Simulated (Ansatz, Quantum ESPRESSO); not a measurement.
## SiC (zinc blende): bulk modulus from a few volumes

How stiff is zinc blende SiC under hydrostatic load? Each row scales the relaxed cell evenly and relaxes the atoms. The phase is followed to these pressures whether or not it stays the stable one.

Calculated with Quantum ESPRESSO 7.5, PBEsol, PseudoDojo 0.4.1 norm-conserving potentials, cutoff 1170 eV, Fermi–Dirac smearing 0.02 eV, k-mesh 11×11×11, no spin polarisation, no spin-orbit coupling.

Reference cell, relaxed at zero pressure with PBEsol (F-43m): a = 3.0811 Å, b = 3.0811 Å, c = 3.0811 Å, α = 60.00°, β = 60.00°, γ = 60.00°.

```csv
atom,x,y,z
Si,0.0000,0.0000,0.0000
C,0.7500,0.7500,0.7500
```

| V (Å³/atom) | V/V0 | P (GPa) | E − E0 (meV/atom) |
| --- | --- | --- | --- |
| 9.7203 | 0.9400 | 15.381 | 28.4 |
| 9.9272 | 0.9600 | 9.748 | 12.2 |
| 10.1340 | 0.9800 | 4.637 | 3.0 |
| 10.5476 | 1.0200 | −4.207 | 2.7 |
| 10.7544 | 1.0400 | −8.021 | 10.6 |

V0 = 10.3408 Å³ an atom, where the residual pressure P0 is −0.001 GPa. **Question.** Fit the Birch–Murnaghan law and give the pressure and the energy at V = 10.9612 Å³ an atom, a row left out above.

With the Eulerian strain f = ½[(V0/V)^(2/3) − 1] and F = (P − P0)/[3f(1 + 2f)^(5/2)], the third-order law is the line F = B0 + (3/2) B0 (B′ − 4) f.

```csv
f,F (GPa)
0.02106,219.62
0.01379,220.11
0.00678,220.50
−0.00656,220.99
−0.01290,221.18
```

A straight line through the 5 rows: the means are 0.004434 for f and 220.48 for F, Σ(Δx)² = 0.0007908 and ΣΔxΔy = −0.03545, so the slope is −0.03545/0.0007908 = −44.833 and the intercept 220.48 − (−44.833)(0.004434) = 220.68.

Hence B0 = 220.7 GPa and B′ = 4 + (−44.8)/(1.5 × 220.7) = 3.86. For the withheld volume f = −0.01905, F = 221.53 GPa and P = −11.49 GPa, an extrapolation past the fitted rows. The run itself gives −11.48 GPa, so the estimate misses by 0.01 GPa, a rounding's worth.

Integrating the same law gives E − E0 = (9/2) B0 V0 f²[1 + (B′ − 4) f] + P0(V0 − V), with 1 GPa Å³ = 6.2415 meV: 23.3 meV an atom. The run itself gives 23.2 meV, so the estimate misses by 0.1 meV, a rounding's worth.

The same fit over all rows at other levels or in other programs gives B0 = 222 GPa with PBEsol (Quantum ESPRESSO, GBRV), 227 GPa with r2SCAN (Ansatz) and 229 GPa with LDA (Quantum ESPRESSO, GBRV).

Measured bulk modulus: 228 GPa (arxiv:1808.08201), against 221 GPa here (−3 %).

The calculation is for a static lattice, while measurements hold thermal and zero-point motion.

[Logs are printed without paths, hosts, clocks, repeated set-up lines and the standing remarks that a program may print on its own settings, such as how far it seeks lower states.]
